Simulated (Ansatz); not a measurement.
**Quasiparticle gap of SnWO4 (Pnna)**

Aim: the quasiparticle gap of SnWO4 (Pnna), starting from r2SCAN.

Main program and level: Ansatz 0.2.0; r2SCAN, then G0W0 on it, plane waves, PAW.

## Step 1: Set-up

It takes space group Pnna (No. 52, orthorhombic). Conventional cell: a = 5.627 Å, b = 11.649 Å, c = 4.997 Å, α = 90.00°, β = 90.00°, γ = 90.00°. Sn has 4 O at 2.18 to 2.39 Å nearest. W has 6 O at 1.80 to 2.14 Å nearest. Nearest to O lie 2 W at 1.80 to 2.14 Å. Nearest to O lie 1 W at 1.89 Å and 2 Sn at 2.18 to 2.39 Å. Farther neighbours and most contacts between anions are not listed.

The cell and positions come from the Crystallography Open Database and are kept as given unless a step says otherwise. Spin-orbit coupling is left out unless a step names it. The default PAW set here is soft_2. Its files were made with PBE.

## Step 2: The r2SCAN band structure

Levels along a band path and on the mesh show where this functional puts the band edges.

This step: DFT, r2SCAN, plane waves, PAW.

input.yaml

```yaml
crystal:
  lattice:
    - [5.627, 0.0, 0.0]
    - [0.0, 11.6486, 0.0]
    - [0.0, 0.0, 4.9973]
  atoms:
    - { symbol: Sn, position: [0.25, 0.0, 0.2196] }
    - { symbol: Sn, position: [0.25, 0.5, 0.2804] }
    - { symbol: Sn, position: [0.75, 0.0, 0.7804] }
    - { symbol: Sn, position: [0.75, 0.5, 0.7196] }
    - { symbol: W, position: [0.6677, 0.25, 0.25] }
    - { symbol: W, position: [0.8323, 0.75, 0.25] }
    - { symbol: W, position: [0.3323, 0.75, 0.75] }
    - { symbol: W, position: [0.1677, 0.25, 0.75] }
    - { symbol: O, position: [0.3765, 0.2987, 0.9988] }
    - { symbol: O, position: [0.1235, 0.7013, 0.9988] }
    - { symbol: O, position: [0.3765, 0.2013, 0.5012] }
    - { symbol: O, position: [0.1235, 0.7987, 0.5012] }
    - { symbol: O, position: [0.6235, 0.7013, 0.0012] }
    - { symbol: O, position: [0.8765, 0.2987, 0.0012] }
    - { symbol: O, position: [0.6235, 0.7987, 0.4988] }
    - { symbol: O, position: [0.8765, 0.2013, 0.4988] }
    - { symbol: O, position: [0.1019, 0.3961, 0.6037] }
    - { symbol: O, position: [0.3981, 0.6039, 0.6037] }
    - { symbol: O, position: [0.1019, 0.1039, 0.8963] }
    - { symbol: O, position: [0.3981, 0.8961, 0.8963] }
    - { symbol: O, position: [0.8981, 0.6039, 0.3963] }
    - { symbol: O, position: [0.6019, 0.3961, 0.3963] }
    - { symbol: O, position: [0.8981, 0.8961, 0.1037] }
    - { symbol: O, position: [0.6019, 0.1039, 0.1037] }
kpoints:
  mp_grid: { grid: [4, 2, 6] }
  band_path:
    path:
      - [[0.0, 0.0, 0.0], [0.5, 0.0, 0.0], [0.5, 0.5, 0.0], [0.0, 0.5, 0.0], [0.0, 0.0, 0.0], [0.0, 0.0, 0.5], [0.5, 0.0, 0.5], [0.5, 0.5, 0.5], [0.0, 0.5, 0.5], [0.0, 0.0, 0.5]]
      - [[0.5, 0.0, 0.0], [0.5, 0.0, 0.5]]
      - [[0.0, 0.5, 0.0], [0.0, 0.5, 0.5]]
      - [[0.5, 0.5, 0.0], [0.5, 0.5, 0.5]]
    npoints: 10
hamiltonian:
  xc: r2scan
scf:
  occupations: { method: fermi_dirac, width: 0.02 }
  n_extra_bands: 12
output:
  eigenvalues: true
  forces: true
  stress: true
```

The run is started by

```bash
$ ansatz run input.yaml --threads 24 --pin off --max-ram 82944MiB --backend cuda --events-out ev --progress --plain --runs-dir out --devices 1 --max-vram 78GiB
```

Numbers of over 12 decimals in the logs are rounded to 6 here.

What it wrote:

```text
scf.n_extra_bands = 12 over 104 filled bands (N_el = 208.0): the run solves 116 bands
GPUs: using 1 of 1 available (devices: 1).
Engine: ansatz 0.2.0, aarch64-unknown-linux-gnu
Pseudopotentials: kind: paw
Pseudopotential: Sn, paw, valence charge 14, recommended cutoff 500 eV (meta_gga), Sn.paw.azcp
Pseudopotential: W, paw, valence charge 14, recommended cutoff 500 eV (meta_gga), W.paw.azcp
Pseudopotential: O, paw, valence charge 6, recommended cutoff 500 eV (meta_gga), O.paw.azcp
Functional definition: r2SCAN
  parameter k0 = 0.174
  parameter k1 = 0.065
  parameter a1 = 4.9479
  exchange = r2scan_x(k0 = k0, k1 = k1, a1 = a1)
  correlation = r2scan_c
[...]
Crystal: 24 atoms, lattice volume = 327.556 Å³
Basis set: ecut = 500 eV, 8317 PW (Γ), exchange–correlation on 180×360×160 points (64 copies of the dense FFT grid, shifted against one another)
Bands: 116, of which v1, the nominal top of the filled ones, is band 104 counted from 1 (103 counted from 0)
Symmetry: 8 space group operations
Space group: Pnna (ITA 52), of the structure as read, at distance tolerance 6.9e-5 Å
k-points: 24 of 48
Non-local potential: Sn, projectors of the file, l = 0: 2, l = 1: 2, l = 2: 2, l = 3: 2
Non-local potential: W, projectors of the file, l = 0: 3, l = 1: 2, l = 2: 2, l = 3: 1
Non-local potential: O, projectors of the file, l = 0: 2, l = 1: 2, l = 2: 1
PAW form: soft (Blöchl's): semilocal exchange-correlation on the pseudo side does not see the compensation charge
PAW frozen core: Sn, regenerated for the run's functional (the file was generated under x = pbe(κ = 0.804, μ = 0.219515), c = pbe(β = 0.066725))
PAW frozen core: W, regenerated for the run's functional (the file was generated under x = pbe(κ = 0.804, μ = 0.219515), c = pbe(β = 0.066725))
PAW frozen core: O, regenerated for the run's functional (the file was generated under x = pbe(κ = 0.804, μ = 0.219515), c = pbe(β = 0.066725))
PAW one-centre angular grid: Sn, 590 points (default); XC on 249 of its mesh's 2787 points in the sphere
PAW one-centre angular grid: W, 590 points (default); XC on 160 Gauss nodes
PAW one-centre angular grid: O, 302 points (default); XC on 160 Gauss nodes
Initial density: superposition of atomic densities (neutral atoms: chi_scale 0, normalization atom), corrected by the library's trained network
Initial wavefunctions: pseudopotential atomic-orbital guess
[...]
Functional: x = r2scan, c = r2scan; τ floored in thin density (d = 2e-4 eV/Å³)
SCF iter   1: F=—  HF=-74847.701357 eV  |F-HF|=—  |Δ(HF+E_count)|=         —  Δρ=1.14e-2  dr2=5.24e-1  dr2_τ=1.43e0  ethr=1.77e-3  ⟨swp⟩=6.0  Hψ=10391  notcnv=0
preconditioner: auto → Resta (q_TF=auto, 2.529 Å⁻¹)  ε∞=4.9  [insulator: Δε(μ)=1.668 eV  Ē_g=13.721 eV  σ=0.020 eV  W_gap=1.00  n_scr=84 (ndim 8)  ℏωp=27.2 eV  f_vac=0.037  D(μ)=0.00/eV (n_scr^D=0)  ε∞_Penn≈4.9]
SCF iter   2: F=—  HF=-74847.977211 eV  |F-HF|=—  |Δ(HF+E_count)|=   2.76e-1  Δρ=5.98e-3  dr2=4.57e-2  dr2_τ=3.55e-2  ethr=2.52e-4  ⟨swp⟩=2.0  Hψ=5069  notcnv=0  defer=185
SCF iter   3: F=—  HF=-74847.982212 eV  |F-HF|=—  |Δ(HF+E_count)|=   5.00e-3  Δρ=2.97e-3  dr2=1.77e-2  dr2_τ=1.31e-3  ethr=2.20e-5  ⟨swp⟩=2.0  Hψ=4206  notcnv=0  defer=185
SCF iter   4: F=—  HF=-74847.983408 eV  |F-HF|=—  |Δ(HF+E_count)|=   1.20e-3  Δρ=5.42e-4  dr2=7.97e-4  dr2_τ=1.25e-4  ethr=8.50e-6  ⟨swp⟩=2.0  Hψ=4057  notcnv=0  defer=185
SCF iter   5: F=—  HF=-74847.983905 eV  |F-HF|=—  |Δ(HF+E_count)|=   4.98e-4  Δρ=1.80e-4  dr2=9.64e-5  dr2_τ=1.13e-5  ethr=3.83e-7  ⟨swp⟩=2.0  Hψ=4206  notcnv=0  defer=185
SCF iter   6: F=—  HF=-74847.983090 eV  |F-HF|=—  |Δ(HF+E_count)|=   8.15e-4  Δρ=1.21e-4  dr2=4.62e-5  dr2_τ=5.64e-6  ethr=4.64e-8  ⟨swp⟩=2.0  Hψ=4172  notcnv=0  defer=185
SCF iter   7: F=—  HF=-74847.983085 eV  |F-HF|=—  |Δ(HF+E_count)|=   5.24e-6  Δρ=2.09e-5  dr2=1.34e-6  dr2_τ=1.54e-7  ethr=2.22e-8  ⟨swp⟩=2.0  Hψ=4080  notcnv=0  defer=185
SCF iter   8: F=—  HF=-74847.983086 eV  |F-HF|=—  |Δ(HF+E_count)|=   6.64e-7  Δρ=6.07e-6  dr2=1.24e-7  dr2_τ=1.39e-8  ethr=6.45e-10  ⟨swp⟩=2.0  Hψ=4406  notcnv=0  defer=185
[...]
SCF 1 converged in 9 iterations: F = -74847.983086 eV  dr2 = 5.03e-9
[...]
SCF converged after 9 iterations
[...]
0.000000      -0.464531       0.000000
        0.000000       0.000000       0.107798
  P = ⅓ Tr σ = -0.3902 GPa (-3.902 kbar)
--- Band table (eV; the first three rows and the last of 24) ---
  k-point 0: bands = ["-68.5538", "-68.5538", "-68.5521", "-68.5521", "-32.2715", "-32.2715", "-32.2322", "-32.2322", "-32.2081", "-32.2081", "-32.1466", "-32.1466", "-32.0847", "-32.0846", "-32.0715", "-32.0715", "-12.2948", "-12.2314", "-12.2258", "-12.2093", "-12.1766", "-12.1444", "-11.9997", "-11.9924", "-11.9742", "-11.9695", "-11.9695", "-11.9693", "-11.9198", "-11.9166", "-11.8999", "-11.8987", "-11.8678", "- [...]
  k-point 1: bands = ["-68.5536", "-68.5536", "-68.5522", "-68.5522", "-32.2674", "-32.2674", "-32.2264", "-32.2264", "-32.2124", "-32.2124", "-32.1523", "-32.1523", "-32.0840", "-32.0838", "-32.0726", "-32.0725", "-12.2881", "-12.2321", "-12.2290", "-12.2188", "-12.1719", "-12.1483", "-11.9967", "-11.9916", "-11.9750", "-11.9717", "-11.9694", "-11.9683", "-11.9211", "-11.9161", "-11.8995", "-11.8986", "-11.8677", "- [...]
  k-point 2: bands = ["-68.5533", "-68.5533", "-68.5525", "-68.5525", "-32.2560", "-32.2560", "-32.2242", "-32.2242", "-32.2107", "-32.2107", "-32.1679", "-32.1679", "-32.0819", "-32.0817", "-32.0753", "-32.0753", "-12.2714", "-12.2378", "-12.2346", "-12.2321", "-12.1658", "-12.1560", "-11.9915", "-11.9898", "-11.9766", "-11.9747", "-11.9692", "-11.9680", "-11.9195", "-11.9146", "-11.8984", "-11.8981", "-11.8760", "- [...]
  k-point 23: bands = ["-68.5529", "-68.5529", "-68.5529", "-68.5529", "-32.2618", "-32.2618", "-32.2618", "-32.2618", "-32.1693", "-32.1693", "-32.1693", "-32.1693", "-32.0768", "-32.0768", "-32.0767", "-32.0767", "-12.2976", "-12.2976", "-12.2649", "-12.2649", "-12.0372", "-12.0372", "-12.0282", "-12.0282", "-11.9772", "-11.9772", "-11.9746", "-11.9746", "-11.9118", "-11.9118", "-11.9117", "-11.9117", "-11.8833", " [...]
```

Elapsed: 6.3 s, on 1 × NVIDIA GB200 (shared by 2 runs) with 24 threads of Arm Neoverse V2, shared host; peak memory 1.6 GiB.

Numbers from this step:

| Quantity | Value |
| --- | --- |
| pressure | -0.3902 GPa |
| filled bands | 104 |
| gap | 1.505 eV |
| valence top at | k = (0.000, 0.000, 0.250) |
| conduction bottom at | Γ |
| least direct gap | 1.561 eV |

Over mesh and path the gap is 1.505 eV, from k = (0.000, 0.000, 0.250) to k = Γ. The least direct gap found is 1.561 eV, at k = (0.000, 0.400, 0.000). On the 4×2×6 mesh alone the same run gives 1.530 eV, so that mesh misses an edge of r2SCAN: 1.530 − 1.505 = +0.025 eV.

The electronic bands at the labelled points (eV, zero at the top of the highest nominally filled band):

| point | band 101 | band 102 | band 103 | band 104 | band 105 | band 106 | band 107 | band 108 |
| --- | --- | --- | --- | --- | --- | --- | --- | --- |
| Γ | -1.47 | -0.63 | -0.14 | -0.09 | 1.50 | 1.54 | 2.30 | 2.36 |
| halfway | -1.21 | -0.73 | -0.31 | -0.15 | 1.78 | 1.88 | 2.17 | 2.51 |
| X | -0.69 | -0.69 | -0.63 | -0.63 | 2.31 | 2.31 | 2.55 | 2.55 |
| halfway | -0.71 | -0.71 | -0.67 | -0.67 | 2.38 | 2.38 | 2.54 | 2.54 |
| S | -0.71 | -0.71 | -0.71 | -0.71 | 2.49 | 2.49 | 2.49 | 2.49 |
| halfway | -1.00 | -1.00 | -0.22 | -0.22 | 1.84 | 1.84 | 2.33 | 2.33 |
| Y | -1.02 | -1.02 | -0.04 | -0.04 | 1.53 | 1.53 | 2.26 | 2.26 |
| halfway | -1.33 | -0.74 | -0.09 | -0.06 | 1.51 | 1.54 | 2.27 | 2.31 |
| Γ | -1.47 | -0.63 | -0.14 | -0.09 | 1.50 | 1.54 | 2.30 | 2.36 |
| halfway | -1.19 | -0.83 | -0.17 | 0.00 | 1.67 | 1.70 | 2.29 | 2.51 |
| Z | -0.64 | -0.64 | -0.34 | -0.34 | 2.25 | 2.25 | 2.40 | 2.40 |
| halfway | -0.63 | -0.63 | -0.24 | -0.24 | 2.11 | 2.11 | 2.36 | 2.36 |
| U | -0.61 | -0.61 | -0.15 | -0.15 | 2.03 | 2.03 | 2.39 | 2.39 |
| halfway | -0.72 | -0.42 | -0.33 | -0.17 | 1.98 | 2.18 | 2.23 | 2.44 |
| R | -0.60 | -0.60 | -0.28 | -0.28 | 2.06 | 2.06 | 2.35 | 2.35 |
| halfway | -0.58 | -0.58 | -0.35 | -0.35 | 2.13 | 2.13 | 2.36 | 2.36 |
| T | -0.56 | -0.56 | -0.48 | -0.48 | 2.30 | 2.30 | 2.38 | 2.38 |
| halfway | -0.61 | -0.61 | -0.40 | -0.40 | 2.28 | 2.28 | 2.39 | 2.39 |
| Z | -0.64 | -0.64 | -0.34 | -0.34 | 2.25 | 2.25 | 2.40 | 2.40 |
| jump to X | -0.69 | -0.69 | -0.63 | -0.63 | 2.31 | 2.31 | 2.55 | 2.55 |
| halfway | -0.71 | -0.71 | -0.30 | -0.30 | 2.10 | 2.10 | 2.51 | 2.51 |
| U | -0.61 | -0.61 | -0.15 | -0.15 | 2.03 | 2.03 | 2.39 | 2.39 |
| jump to Y | -1.02 | -1.02 | -0.04 | -0.04 | 1.53 | 1.53 | 2.26 | 2.26 |
| halfway | -0.99 | -0.99 | -0.05 | -0.05 | 1.68 | 1.68 | 2.37 | 2.37 |
| T | -0.56 | -0.56 | -0.48 | -0.48 | 2.30 | 2.30 | 2.38 | 2.38 |
| jump to S | -0.71 | -0.71 | -0.71 | -0.71 | 2.49 | 2.49 | 2.49 | 2.49 |

## Step 3: The quasiparticle correction

G0W0 replaces the xc potential by a self-energy built once from the orbitals of the start. Levels are corrected in the window of bands that the input names, at points of the mesh.

This step: G0W0 on r2SCAN, plane waves, PAW.

Edit input.yaml of step 2 so:

```diff
@@ -31,10 +31,3 @@
 kpoints:
-  mp_grid: { grid: [4, 2, 6] }
-  band_path:
-    path:
-      - [[0.0, 0.0, 0.0], [0.5, 0.0, 0.0], [0.5, 0.5, 0.0], [0.0, 0.5, 0.0], [0.0, 0.0, 0.0], [0.0, 0.0, 0.5], [0.5, 0.0, 0.5], [0.5, 0.5, 0.5], [0.0, 0.5, 0.5], [0.0, 0.0, 0.5]]
-      - [[0.5, 0.0, 0.0], [0.5, 0.0, 0.5]]
-      - [[0.0, 0.5, 0.0], [0.0, 0.5, 0.5]]
-      - [[0.5, 0.5, 0.0], [0.5, 0.5, 0.5]]
-    npoints: 10
+  mp_grid: { grid: [2, 2, 4] }
 hamiltonian:
@@ -42,7 +35,8 @@
 scf:
-  occupations: { method: fermi_dirac, width: 0.02 }
-  n_extra_bands: 12
-output:
-  eigenvalues: true
-  forces: true
-  stress: true
+  occupations: { method: fixed }
+gw:
+  n_empty_bands: 977
+  ecut_chi: 120.0
+  qp_bands: [v4, c4]
+  qp_kpoints: band_edges
+  screening: { model: contour_deformation }
```

What it wrote:

```text
GPUs: using 1 of 1 available (devices: 1).
[...]
Crystal: 24 atoms, lattice volume = 327.556 Å³
Basis set: ecut = 500 eV, 8317 PW (Γ), exchange–correlation on 180×360×160 points (64 copies of the dense FFT grid, shifted against one another)
Bands: 128, of which v1, the nominal top of the filled ones, is band 104 counted from 1 (103 counted from 0)
Symmetry: 8 space group operations
[...]
k-points: 12 of 16
[...]
SCF iter   1: F=—  HF=-74847.688828 eV  |F-HF|=—  |Δ(HF+E_count)|=         —  Δρ=1.15e-2  dr2=5.29e-1  dr2_τ=1.43e0  ethr=1.77e-3  ⟨swp⟩=5.0  Hψ=5063  notcnv=0  defer=257
[...]
SCF iter   9: F=-74847.968243 eV  HF=-74847.968243 eV  |F-HF|=1.57e-9  |Δ(HF+E_count)|=   5.20e-8  Δρ=1.38e-6  dr2=6.42e-9  dr2_τ=7.93e-10  ethr=4.81e-11  ⟨swp⟩=10.4  Hψ=5787  notcnv=0
SCF 1 converged in 9 iterations: F = -74847.968243 eV  dr2 = 6.42e-9
[...]
SCF converged after 9 iterations
[...]
3   108     11.1976   -16.1261    -4.0319   -20.9513  0.7593    12.0044    11.9908  root
     4   101      7.9464   -21.4542     2.5871   -18.5980  0.7526     7.6757     7.6773  root
     4   102      7.9464   -21.4542     2.5871   -18.5980  0.7526     7.6757     7.6773  root
     4   103      8.8886   -20.4285     1.7974   -18.3599  0.7668     8.6161     8.6173  root
     4   104      8.8886   -20.4285     1.7974   -18.3599  0.7668     8.6161     8.6173  root
     4   105     10.6153   -15.6681    -4.3067   -20.7739  0.7651    11.4276    11.4143  root
     4   106     10.6153   -15.6681    -4.3067   -20.7739  0.7651    11.4276    11.4143  root
     4   107     11.3047   -15.8024    -4.1792   -20.7617  0.7586    12.0987    12.0848  root
     4   108     11.3047   -15.8024    -4.1792   -20.7617  0.7586    12.0987    12.0848  root
     5   101      8.3816   -20.3475     2.1450   -17.9390  0.7579     8.1168     8.1181  root
     5   102      8.3816   -20.3475     2.1450   -17.9390  0.7579     8.1168     8.1181  root
     5   103      8.4549   -20.4909     1.7687   -18.3690  0.7683     8.0995     8.1018  root
     5   104      8.4549   -20.4909     1.7687   -18.3690  0.7683     8.0995     8.1018  root
     5   105     11.2401   -15.3190    -4.4713   -20.5649  0.7589    12.0303    12.0147  root
     5   106     11.2401   -15.3190    -4.4713   -20.5649  0.7589    12.0303    12.0147  root
     5   107     11.3229   -16.0815    -4.4767   -21.3653  0.7547    12.1477    12.1301  root
     5   108     11.3229   -16.0815    -4.4767   -21.3653  0.7547    12.1477    12.1301  root
     6   101      8.2426   -20.9733     2.2526   -18.4375  0.7586     7.9579     7.9594  root
     6   102      8.2426   -20.9733     2.2526   -18.4375  0.7586     7.9579     7.9594  root
     6   103      8.3030   -20.3913     2.2014   -17.8961  0.7592     8.0076     8.0093  root
     6   104      8.3030   -20.3913     2.2014   -17.8961  0.7592     8.0076     8.0093  root
     6   105     11.2517   -15.0147    -4.3145   -20.0614  0.7637    11.9958    11.9839  root
     6   106     11.2517   -15.0147    -4.3145   -20.0614  0.7637    11.9958    11.9839  root
     6   107     11.4850   -15.6847    -4.5405   -21.0277  0.7527    12.3045    12.2874  root
     6   108     11.4850   -15.6847    -4.5405   -21.0277  0.7527    12.3045    12.2874  root
     7   101      8.2291   -20.2667     2.1081   -17.8280  0.7597     7.8963     7.8985  root
     7   102      8.2291   -20.2667     2.1081   -17.8280  0.7597     7.8963     7.8985  root
     7   103      8.6418   -20.8232     2.1575   -18.4033  0.7628     8.3782     8.3794  root
     7   104      8.6418   -20.8232     2.1575   -18.4033  0.7628     8.3782     8.3794  root
     7   105     11.0337   -15.2245    -4.2101   -20.1734  0.7674    11.7833    11.7724  root
     7   106     11.0337   -15.2245    -4.2101   -20.1734  0.7674    11.7833    11.7724  root
     7   107     11.4467   -16.3264    -4.2994   -21.4671  0.7511    12.3065    12.2879  root
     7   108     11.4467   -16.3264    -4.2994   -21.4671  0.7511    12.3065    12.2879  root
     8   101      8.3270   -20.0704     1.9909   -17.7484  0.7616     7.9938     7.9959  root
     8   102      8.3270   -20.0704     1.9909   -17.7484  0.7616     7.9938     7.9959  root
     8   103      8.7857   -20.7165     2.0058   -18.4462  0.7650     8.5201     8.5212  root
     8   104      8.7857   -20.7165     2.0058   -18.4462  0.7650     8.5201     8.5212  root
     8   105     10.9664   -15.5129    -4.1402   -20.4098  0.7663    11.7343    11.7230  root
     8   106     10.9664   -15.5129    -4.1402   -20.4098  0.7663    11.7343    11.7230  root
     8   107     11.3319   -16.6514    -4.1257   -21.6312  0.7523    12.2042    12.1861  root
[...]
10   105     11.2227   -15.7999    -4.2208   -20.8048  0.7600    12.0206    12.0067  root
    10   106     11.2227   -15.7999    -4.2208   -20.8048  0.7600    12.0206    12.0067  root
    10   107     11.3301   -16.1501    -4.2195   -21.1888  0.7558    12.1654    12.1493  root
    10   108     11.3301   -16.1501    -4.2195   -21.1888  0.7558    12.1654    12.1493  root
    11   101      8.3335   -19.5459     1.8759   -17.3149  0.7636     7.9759     7.9784  root
    11   102      8.3335   -19.5459     1.8759   -17.3149  0.7636     7.9759     7.9784  root
    11   103      8.6594   -20.7783     2.0140   -18.4927  0.7632     8.3865     8.3877  root
    11   104      8.6594   -20.7783     2.0140   -18.4927  0.7632     8.3865     8.3877  root
    11   105     10.9976   -15.8297    -4.1817   -20.7897  0.7642    11.7882    11.7759  root
    11   106     10.9976   -15.8297    -4.1817   -20.7897  0.7642    11.7882    11.7759  root
    11   107     11.2893   -16.3215    -4.1197   -21.2782  0.7548    12.1431    12.1263  root
    11   108     11.2893   -16.3215    -4.1197   -21.2782  0.7548    12.1431    12.1263  root
```

It took 62 s on 1 × NVIDIA GB200 (shared by 2 runs) with 24 threads; peak memory 6.8 GiB.

This step gave:

```yaml
bands_summed: 1081
rpa_eps_infinity_on_this_mesh_eigenvalues: 5.571, 5.779, 6.803
plane_waves_in_the_screening_matrix: 995
q_points_in_the_mesh: 16
g0w0_gap_over_the_corrected_points: 2.586 eV
k_of_the_valence_top: 0, 0, 0.25
k_of_the_conduction_bottom: 0, 0, 0
starting_gap_on_the_mesh: 1.507 eV
z_at_the_valence_top: 0.7689
z_at_the_conduction_bottom: 0.7655
least_direct_g0w0_gap_over_the_corrected_points: 2.645 eV
```

Over 11 of 12 irreducible mesh points the G0W0 gap is 2.586 eV, from k = (0.000, 0.000, 0.250) to k = Γ. The r2SCAN gap of this run on the mesh is 1.507 eV. The two states that bound the G0W0 gap lie that far apart at the start, so the correction of the gap is 2.586 − 1.507 = +1.079 eV. The start of this run differs from the step before in mesh (4×2×6 and 2×2×4).

Labels follow the order of the start: v1 is the top filled band, c1 the lowest empty one; levels that stay degenerate share a row, the window can cut a multiplet, doubted levels are not marked in this list, bands outside the window were not corrected, and the list may be a part of the corrected levels. Levels before and after the correction, in eV, zero at the valence-band top of each column:

|  | conduction bottom | valence top |
| --- | --- | --- |
| Kohn-Sham | 1.51 | 0.00 |
| G0W0 | 2.59 | 0.00 |

|  | level | occupation | energy (eV) |
| --- | --- | --- | --- |
| Kohn-Sham | Γ v3 | 2 | -0.627 |
| Kohn-Sham | Γ v2 | 2 | -0.139 |
| Kohn-Sham | Γ v1 | 2 | -0.094 |
| Kohn-Sham | Γ c1 | 0 | 1.507 |
| Kohn-Sham | Γ c2 | 0 | 1.545 |
| Kohn-Sham | Γ c3 | 0 | 2.299 |
| Kohn-Sham | (0 0 0.25) v3 | 2 | -0.826 |
| Kohn-Sham | (0 0 0.25) v2 | 2 | -0.171 |
| Kohn-Sham | (0 0 0.25) v1 | 2 | 0.000 |
| Kohn-Sham | (0 0 0.25) c1 | 0 | 1.675 |
| Kohn-Sham | (0 0 0.25) c2 | 0 | 1.701 |
| Kohn-Sham | (0 0 0.25) c3 | 0 | 2.293 |
| G0W0 | Γ v3 | 2 | -0.572 |
| G0W0 | Γ v2 | 2 | -0.156 |
| G0W0 | Γ v1 | 2 | -0.088 |
| G0W0 | Γ c1 | 0 | 2.586 |
| G0W0 | Γ c2 | 0 | 2.629 |
| G0W0 | Γ c3 | 0 | 3.397 |
| G0W0 | (0 0 0.25) v3 | 2 | -0.814 |
| G0W0 | (0 0 0.25) v2 | 2 | -0.177 |
| G0W0 | (0 0 0.25) v1 | 2 | 0.000 |
| G0W0 | (0 0 0.25) c1 | 0 | 2.758 |
| G0W0 | (0 0 0.25) c2 | 0 | 2.777 |
| G0W0 | (0 0 0.25) c3 | 0 | 3.360 |

The parts of the quasiparticle energy for the two states that bound the G0W0 gap, in eV on the run's own scale (QP = start + Σx + Σc − Vxc, with Σc at the quasiparticle energy):

| edge | k | band | start | Σx | Σc | Vxc | Z | QP |
| --- | --- | --- | --- | --- | --- | --- | --- | --- |
| valence top | (0.000, 0.000, 0.250) | 104 | 8.937 | −20.271 | 1.736 | −18.256 | 0.769 | 8.658 |
| conduction bottom | Γ | 105 | 10.444 | −15.601 | −4.236 | −20.638 | 0.765 | 11.244 |

[end of part 1 of 2]

[Paths, hosts, dates, memory and timing lines, banners, echoed tables and standing remarks are left out of the program output.]

[Logs are printed without paths, hosts, clocks, repeated set-up lines and the standing remarks that a program may print on its own settings, such as how far it seeks lower states.]

[Runs of the session that timed out or met a known fault of the program may be left out.]

[Cells called generated may have been cut or substituted from an entry of the Crystallography Open Database or the Materials Project.]

[Hosts, paths, dates, database ids (printed as entryN), source tags and the programs' standing remarks are cut or masked in the printed files.]

[Where an RPA ε∞ is given, it is that of the G0W0 mesh and is not shown converged in it. Names of k-points follow the symmetry that the program found, which can be lower than the space group named. Band edges on a path are those of the sampled points; other points can move an edge, and change direct to indirect where valleys lie close.]

[Hybrid gaps are those of their k-mesh and are not shown converged in it.]
